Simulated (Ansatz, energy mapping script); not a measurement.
# GaCo: exchange couplings from total energies

Wanted: the magnetic order of GaCo, its couplings and an estimate of its ordering temperature, by PBE.

Main program and level: Ansatz 0.2.0; PBE; plane waves, collinear spin, no spin–orbit coupling.

Report form: the programs' logs are mostly left out.

### Step 1. Set-up

It takes space group Pm-3m (No. 221, cubic). The conventional cell has a = 2.878 Å, b = 2.878 Å, c = 2.878 Å, α = 90.00°, β = 90.00°, γ = 90.00°. Ga has 8 Co at 2.49 Å nearest. Co has 8 Ga at 2.49 Å nearest. Farther neighbours are not listed.

A plain semilocal functional is the cheapest rung. It tends to spread open shells too far.

### Step 2. Probe run

One run in the crystal's own cell, under PBE with U = 3.15 eV on Co d, ortho-atomic projectors, shows which elements keep a moment. Transition or f elements with 0.3 μB or more enter the spin model; moments induced on other atoms do not.

File input.yaml:

```yaml
crystal:
  lattice:
    - [2.878, 0.0, 0.0]
    - [0.0, 2.878, 0.0]
    - [0.0, 0.0, 2.878]
  atoms:
    - { symbol: Ga, position: [0.5, 0.5, 0.5] }
    - { symbol: Co, position: [0.0, 0.0, 0.0], spin: 2.0 }
magnetization:
  spin_polarized: true
kpoints:
  mp_grid: { grid: [13, 13, 13] }
hamiltonian:
  xc: pbe
  hubbard:
    sites: [{ species: Co, l: d, u_eff: 3.15 }]
    projectors: ortho-atomic
scf:
  occupations: { method: fermi_dirac, width: 0.1 }
output:
  eigenvalues: true
```

Command:

```console
ansatz run input.yaml --threads 4 --pin off --max-ram 8192MiB --backend cpu --events-out ev --progress --plain --runs-dir out
```

The job ended after 45 s (4 threads of Arm Neoverse V2, shared host; peak memory 1.5 GiB).

Spin moment in the sphere by atom:

| atom | spin moment in the sphere (μB) |
| --- | --- |
| Ga1 | -0.044 |
| Co2 | 0.784 |

The run ends ferromagnetic; Co carries the moments.

### Step 3. Run 1 (parallel; cell A, 4 atoms)

Each cell gets its own parallel run on the same mesh, so that most of the mesh error cancels in the differences.

File input.yaml:

```yaml
crystal:
  lattice:
    - [-2.878, 0.0, -2.878]
    - [0.0, -2.878, -2.878]
    - [-2.878, -2.878, 0.0]
  atoms:
    - { symbol: Ga, position: [0.25, 0.25, 0.25] }
    - { symbol: Ga, position: [0.75, 0.75, 0.75] }
    - { symbol: Co, position: [0.5, 0.5, 0.5], spin: 2.0 }
    - { symbol: Co, position: [0.0, 0.0, 0.0], spin: 2.0 }
magnetization:
  spin_polarized: true
kpoints:
  mp_grid: { grid: [12, 12, 12] }
hamiltonian:
  xc: pbe
scf:
  occupations: { method: fermi_dirac, width: 0.1 }
output:
  eigenvalues: true
  write_density: true
  write_potential: true
  elf: true
  volumetric_format: npy
```

Elapsed: 6.5 s, on 4 threads; peak memory 0.52 GiB.

No atom keeps a moment above 0.05 μB.

The run ends non-magnetic, not as typed: a moment turned or collapsed in the SCF or in the program's search for a lower state.

ELF in the ac plane at fractional y = 0.000, with atoms of Co within 0.2 Å of it. It is the smooth field of the valence electrons, not physical close to the nuclei.

Ten even steps from '_' (0.18) to '@' (0.97), each cell a mean:
```
@@@@--____..::....::..__::**
++**--____............____::
__..______..............____
__________..................
..........................::
::::....::::::..............
::..........::::............
::............::::........::
::::............::..........
................::..________
____................________
::____..............____----
%%==____..::....::..__..**@@
@@%%::__..::::::::..____++@@
```
Columns run along a (4.1 Å), rows up along c (4.1 Å). Atoms in or near the plane, at fractional coordinates: Co at (0.00, 0.00).

### Step 4. Run 2 (parallel; cell B, 4 atoms)

The parallel order again, as the reference for this cell.

This run holds the same structure in another cell (a 4.070 → 2.878 Å, b 4.070 → 2.878 Å, c 4.070 → 5.756 Å, α 60.0 → 90.0°, β 60.0 → 90.0°, γ 60.0 → 90.0°).

input.yaml, the sections that differ from step 3:

```yaml
crystal:
  lattice:
    - [2.878, 0.0, 0.0]
    - [0.0, 2.878, 0.0]
    - [0.0, 0.0, 5.756]
  atoms:
    - { symbol: Ga, position: [0.5, 0.5, 0.25] }
    - { symbol: Ga, position: [0.5, 0.5, 0.75] }
    - { symbol: Co, position: [0.0, 0.0, 0.0], spin: 2.0 }
    - { symbol: Co, position: [0.0, 0.0, 0.5], spin: 2.0 }
kpoints:
  mp_grid: { grid: [13, 13, 7] }
output:
  eigenvalues: true
# magnetization, hamiltonian, scf: as in step 3
```

The job ended after 44 s (4 threads; peak memory 1.5 GiB).

No atom keeps a moment above 0.05 μB.

The run ends non-magnetic, not as typed: a moment turned or collapsed in the SCF or in the program's search for a lower state.

### Step 5. Run 3 (parallel; cell C, 4 atoms)

A new cell needs its own zero of energy.

This run holds the same structure in another cell (b 2.878 → 4.070 Å, c 5.756 → 4.070 Å).

input.yaml, the sections that differ from step 4:

```yaml
crystal:
  lattice:
    - [-2.878, 0.0, 0.0]
    - [0.0, 2.878, 2.878]
    - [0.0, 2.878, -2.878]
  atoms:
    - { symbol: Ga, position: [0.5, 0.5, 0.0] }
    - { symbol: Ga, position: [0.5, 0.0, 0.5] }
    - { symbol: Co, position: [0.0, 0.0, 0.0], spin: 2.0 }
    - { symbol: Co, position: [0.0, 0.5, 0.5], spin: 2.0 }
kpoints:
  mp_grid: { grid: [13, 10, 10] }
# magnetization, hamiltonian, scf, output: as in step 4
```

Elapsed: 13 s, on 4 threads; peak memory 0.67 GiB; 46 s of CPU time.

The run ends non-magnetic, not as typed: a moment turned or collapsed in the SCF or in the program's search for a lower state.

### Step 6. Order 4: parallel, cell D of 6 atoms

File input.yaml:

```yaml
crystal:
  lattice:
    - [2.878, 0.0, 2.878]
    - [0.0, -2.878, -2.878]
    - [2.878, 2.878, -2.878]
  atoms:
    - { symbol: Ga, position: [0.333333333, 0.666666667, 0.166666667] }
    - { symbol: Ga, position: [0.666666667, 0.333333333, 0.833333333] }
    - { symbol: Ga, position: [0.0, 0.0, 0.5] }
    - { symbol: Co, position: [0.0, 0.0, 0.0], spin: 2.0 }
    - { symbol: Co, position: [0.333333333, 0.666666667, 0.666666667], spin: 2.0 }
    - { symbol: Co, position: [0.666666667, 0.333333333, 0.333333333], spin: 2.0 }
magnetization:
  spin_polarized: true
kpoints:
  mp_grid: { grid: [11, 11, 8] }
hamiltonian:
  xc: pbe
scf:
  occupations: { method: fermi_dirac, width: 0.1 }
output:
  eigenvalues: true
```

Wall time 21 s (4 threads); peak memory 0.9 GiB.

The run ends non-magnetic, not as typed: a moment turned or collapsed in the SCF or in the program's search for a lower state.

### Step 7. Run 5 (parallel; cell E, 6 atoms)

This run holds the same structure in another cell (a 4.070 → 2.878 Å, b 4.070 → 2.878 Å, c 4.985 → 8.634 Å, γ 120.0 → 90.0°).

input.yaml, the sections that differ from step 6:

```yaml
crystal:
  lattice:
    - [2.878, 0.0, 0.0]
    - [0.0, 2.878, 0.0]
    - [0.0, 0.0, 8.634]
  atoms:
    - { symbol: Ga, position: [0.5, 0.5, 0.166666667] }
    - { symbol: Ga, position: [0.5, 0.5, 0.5] }
    - { symbol: Ga, position: [0.5, 0.5, 0.833333333] }
    - { symbol: Co, position: [0.0, 0.0, 0.0], spin: 2.0 }
    - { symbol: Co, position: [0.0, 0.0, 0.333333333], spin: 2.0 }
    - { symbol: Co, position: [0.0, 0.0, 0.666666667], spin: 2.0 }
kpoints:
  mp_grid: { grid: [13, 13, 5] }
# magnetization, hamiltonian, scf, output: as in step 6
```

Wall time 16 s (4 threads); peak memory 0.78 GiB.

The run ends non-magnetic, not as typed: a moment turned or collapsed in the SCF or in the program's search for a lower state.

### Step 8. The fit

Each energy difference is a sum of couplings weighted by the pairs that the order reverses. A few near shells are fitted to the differences by least squares. Energies are those extrapolated to zero occupation width, not the free energies F.

The orders side by side; each is measured from the parallel order in the same cell and on the same mesh:

| order | atoms | energy (meV a magnetic atom) | moments (μB) | moments kept as typed |
| --- | --- | --- | --- | --- |
| parallel in cell A (typed; ended non-magnetic) | 4 | - | 0.00 | no |
| parallel in cell B (typed; ended non-magnetic) | 4 | - | 0.00 | no |
| parallel in cell C (typed; ended non-magnetic) | 4 | - | 0.00 | no |
| parallel in cell D (typed; ended non-magnetic) | 6 | - | 0.00 | no |
| parallel in cell E (typed; ended non-magnetic) | 6 | - | 0.00 | no |

No pair of orders in one cell converged with its signs kept, so no coupling can be fitted.

### Step 9. Summary of results

| Item | Value |
| --- | --- |
| couplings | not obtained |

In words: Only parallel starts were run, since none kept its moments as typed; they end non-magnetic.

[Logs and program files are shortened in this print: banners, set-up blocks, solver, clock and traceback lines can be left out without a mark of their own.]

[Logs are printed without paths, hosts, clocks, repeated set-up lines and the standing remarks that a program may print on its own settings, such as how far it seeks lower states.]

[Hosts, paths, dates, database ids (printed as entryN), source tags and the programs' standing remarks are cut or masked in the printed files.]

[Where a cell is said to come from a database of computed structures, the database is the Materials Project.]
